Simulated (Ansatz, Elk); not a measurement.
# How far do independent atoms describe AlRu2N?

Structure refinements treat a crystal as free atoms side by side. For a made-up structure of AlRu2N (cell and positions from a PBE relaxation) the runs below show what the calculated density changes in F(hkl).

Calculated with Elk 11.2.3 (patched build); DFT, PBE, all-electron APW+lo, Dirac cores, scalar-relativistic bands, static density, no spin.

This account leaves out most program logs.

The structure was built from a prototype and need not be the compound's stable phase.

## 1. The structure

It takes space group P6_3/mmc (No. 194, hexagonal). The conventional cell has a = 2.858 Å, b = 2.858 Å, c = 13.662 Å, α = 90.00°, β = 90.00°, γ = 120.00°. Nearest to Ru lie 3 N at 2.13 Å. Nearest to Al lie 6 Ru at 2.65 Å and 6 Al at 2.86 Å. Nearest to N lie 6 Ru at 2.13 Å. Farther neighbours and most contacts between anions are not listed.

As a file:

```cif
data_structure
_symmetry_space_group_name_H-M 'P 1'
_symmetry_Int_Tables_number 1
_cell_length_a 2.8576
_cell_length_b 2.8576
_cell_length_c 13.6622
_cell_angle_alpha 90.000
_cell_angle_beta 90.000
_cell_angle_gamma 120.000
_cell_volume 96.62
loop_
_atom_site_label
_atom_site_type_symbol
_atom_site_fract_x
_atom_site_fract_y
_atom_site_fract_z
_atom_site_occupancy
Ru1 Ru 0.66667 0.33333 0.90183 1
Ru2 Ru 0.33333 0.66667 0.40183 1
Ru3 Ru 0.33333 0.66667 0.09817 1
Ru4 Ru 0.66667 0.33333 0.59817 1
Al5 Al 0.33333 0.66667 0.75000 1
Al6 Al 0.66667 0.33333 0.25000 1
N7 N 0.00000 0.00000 0.00000 1
N8 N 0.00000 0.00000 0.50000 1
```

## 2. Ground state and structure factors

An all-electron density is needed, since X-rays see the cores too. Task 0 finds the density and task 195 Fourier-transforms it; tshift is off so that phases refer to the origin typed.

elk.in reads:

```
tasks
  0
  195

xctype
  20

spinpol
  .false.

rgkmax
  7.0

gmaxvr
  14.0

lmaxo
  7

lmaxapw
  8

swidth
  0.002

tshift
  .false.

ramdisk
  .false.

hmaxvr
  5.5

maxscl
  120

epspot
  1e-06

sppath
  './'

avec
  5.40015751052 0.00000000000 0.00000000000
  -2.70007875526 4.67667358854 0.00000000000
  0.00000000000 0.00000000000 25.81774491010

atoms
  3
  'Ru.in'
  4
  0.6666666667 0.3333333333 0.9018251466   0.000000 0.000000 0.000000
  0.3333333333 0.6666666667 0.4018251466   0.000000 0.000000 0.000000
  0.3333333333 0.6666666667 0.0981748534   0.000000 0.000000 0.000000
  0.6666666667 0.3333333333 0.5981748534   0.000000 0.000000 0.000000
  'Al.in'
  2
  0.3333333333 0.6666666667 0.7500000000   0.000000 0.000000 0.000000
  0.6666666667 0.3333333333 0.2500000000   0.000000 0.000000 0.000000
  'N.in'
  2
  0.0000000000 0.0000000000 0.0000000000   0.000000 0.000000 0.000000
  0.0000000000 0.0000000000 0.5000000000   0.000000 0.000000 0.000000

ngridk
  9 9 2
```

Started as:

```
> OMP_NUM_THREADS=4 elk
```

Wall time 41 s (4 threads of AMD EPYC 7B13 (Zen 3), shared host); peak memory 0.27 GiB; 2.1 min of CPU time.

SFACRHO.OUT:

```text

h k l indices transformed by vhmat matrix:
   1.000000000       0.000000000       0.000000000    
   0.000000000       1.000000000       0.000000000    
   0.000000000       0.000000000       1.000000000    

      h      k      l  multipl.   |H|            Re(F)            Im(F)           |F|

      0      0      0      1   0.0000000       216.00000      0.53379804E-16   216.00000    
      0      0      1      2  0.24336693     -0.34497839E-13  0.93596173E-14  0.35744976E-13
      0      0      2      2  0.48673386       44.817544      0.61829051E-14   44.817544    
      0      0     -3      2  0.73010079     -0.90486134E-13  0.17388762E-13  0.92141790E-13
      0      0     -4      2  0.97346772      -87.735778     -0.11309144E-13   87.735778    
      0      0      5      2   1.2168346     -0.26014764E-13 -0.11049331E-13  0.28264034E-13
     -1      0      0      6   1.3435159      -69.415334     -0.32771912E-13   69.415334    
      0      1     -1      6   1.3653800      -53.704884     -0.77035959E-13   53.704884    
      1     -1      1      6   1.3653800       53.704884     -0.34883323E-13   53.704884    
      0      1     -2      6   1.4289663      -4.6125530     -0.64139136E-14   4.6125530    
      1      0     -2      6   1.4289663      -4.6125530      0.26554851E-14   4.6125530    
      0      0      6      2   1.4602016      -122.84438      0.83236852E-14   122.84438    
      1     -1     -3      6   1.5290788      -125.56821      0.12173172E-12   125.56821    
      0      1      3      6   1.5290788       125.56821      0.75688020E-13   125.56821    
      1     -1      4      6   1.6591185       49.728079     -0.10403085E-13   49.728079    
     -1      0     -4      6   1.6591185       49.728079      0.38679726E-13   49.728079    
      0      0     -7      2   1.7035685      0.13120489E-12  0.97809371E-14  0.13156896E-12
      1      0      5      6   1.8126559       7.7719424     -0.35056875E-13   7.7719424
```

Elk indexes on the primitive cell of elk.in and gives |H| = 4π sin θ/λ in inverse bohr. Below, one row stands for each form hkl of the conventional cell (m members, Friedel mates merged), F is for one primitive cell and the density is static (no thermal factor). Free-atom factors are Waasmaier and Kirfel's, and R is Σm||F|−|F'||/Σm|F|.

```
hkl   m  sin θ/λ (Å⁻¹)  abs F, DFT  neutral atoms   diff.
001   2          0.037       0.000          0.000  +0.000
002   2          0.073      44.818         44.968  -0.150
003   2          0.110       0.000          0.000  +0.000
004   2          0.146      87.736         88.110  -0.374
005   2          0.183       0.000          0.000  +0.000
100   6          0.202      69.415         70.017  -0.601
101  12          0.205      53.705         53.984  -0.279
102  12          0.215       4.613          5.068  -0.455
006   2          0.220     122.844        124.460  -1.616
103  12          0.230     125.568        126.397  -0.829
104  12          0.249      49.728         49.779  -0.051
007   2          0.256       0.000          0.000  +0.000
105  12          0.273       7.772          7.989  -0.217
008   2          0.293      48.528         49.160  -0.632
```

## 3. The highest occupied states alone

An energy window below the Fermi level keeps the highest occupied states, to see at which angles they scatter; shallow core shells can lie inside it and anion s states outside. No new self-consistency is needed.

elk.in, as its differences from that of step 2:

```diff
@@ -1,3 +1,2 @@
 tasks
-  0
   195
@@ -40,2 +39,5 @@
 
+wsfac
+  0.053320 0.720820
+
 sppath
```

Started as:

```
> OMP_NUM_THREADS=4 elk
```

Elapsed: 10 s, on 4 threads; peak memory 0.17 GiB.

States within 10 eV below the Fermi level hold 44.00 electrons; any levels below the window count with the cores. Their amplitudes can exceed the total, where window and core parts have opposite phase:

```
hkl  sin θ/λ (Å⁻¹)  abs F, window  abs F, all
001          0.037          0.000       0.000
002          0.073         10.136      44.818
003          0.110          0.000       0.000
004          0.146          7.224      87.736
005          0.183          0.000       0.000
100          0.202          1.791      69.415
101          0.205          4.766      53.705
102          0.215          1.938       4.613
006          0.220          3.463     122.844
103          0.230          6.219     125.568
```

## 4. Another functional

The difference from free atoms is small, so it is set against the change that PBEsol makes.

elk.in, as its differences from that of step 3:

```diff
@@ -1,2 +1,3 @@
 tasks
+  0
   195
@@ -4,3 +5,3 @@
 xctype
-  20
+  22
 
@@ -39,5 +40,2 @@
 
-wsfac
-  0.053320 0.720820
-
 sppath
```

Started as:

```
> OMP_NUM_THREADS=4 elk
```

It took 42 s on 4 threads; peak memory 0.29 GiB.

Against the first run R = 0.03 %; the largest change is -0.050 at 104.

## 5. Basis size

The basis and the expansions that go with it are enlarged, to see whether the differences are converged.

elk.in, as its differences from that of step 4:

```diff
@@ -5,3 +5,3 @@
 xctype
-  22
+  20
 
@@ -11,12 +11,12 @@
 rgkmax
-  7.0
+  8.5
 
 gmaxvr
-  14.0
+  18.0
 
 lmaxo
-  7
+  9
 
 lmaxapw
-  8
+  10
```

Started as:

```
> OMP_NUM_THREADS=4 elk
```

Wall time 1.7 min (4 threads); peak memory 0.61 GiB; 5 min of CPU time.

Against the first run R = 0.01 %; the largest change is -0.028 at 116.

## 6. Settings against the effect

```
                              run  R against the first run (%)  R against neutral atoms, low angle (%)  wall time
                    PBE, rgkmax 7                         0.00                                    0.67       41 s
                           PBEsol                         0.03                                    0.68       42 s
rgkmax 8.5 with larger expansions                         0.01                                    0.67    1.7 min
```

## 7. Outcome

- R against neutral atoms, sin θ/λ < 0.3 Å⁻¹: 0.67 %
- R against neutral atoms, 0.3 to 0.83 Å⁻¹: 0.32 %

In words: Independent neutral atoms miss the calculated amplitudes by R = 0.67 % below 0.3 Å⁻¹ and 0.32 % from there to 0.83 Å⁻¹; by shells, 0.40 % below 0.15 Å⁻¹ (2 forms), 0.69 % 0.15 to 0.3 (9 forms), 0.41 % 0.3 to 0.45 (16 forms), 0.30 % above 0.45 (94 forms). Bonding, aspherical density and the tables' own atoms all enter these figures, and the runs don't part them. The largest change of an amplitude is -1.62 electrons, at 006. The window's part falls from 44.0 electrons at the origin to at most 0.48 between 0.45 and 0.83 Å⁻¹. Below 0.3 Å⁻¹ the changes that finished (PBEsol and rgkmax 8.5 with larger expansions) move F by R = 0.05 % at most, against the 0.67 % that separates it from free atoms. The k-mesh has no finished test. These runs have no spin, though d or f shells may be open. Part of the difference isn't bonding: the tables are fits to free atoms and ions calculated by other methods than this functional. Thermal motion, anomalous dispersion and extinction are left out.

[Logs are printed without paths, hosts, clocks, repeated set-up lines and the standing remarks that a program may print on its own settings, such as how far it seeks lower states.]

[Hosts, paths, dates, database ids (printed as entryN), source tags and the programs' standing remarks are cut or masked in the printed files.]
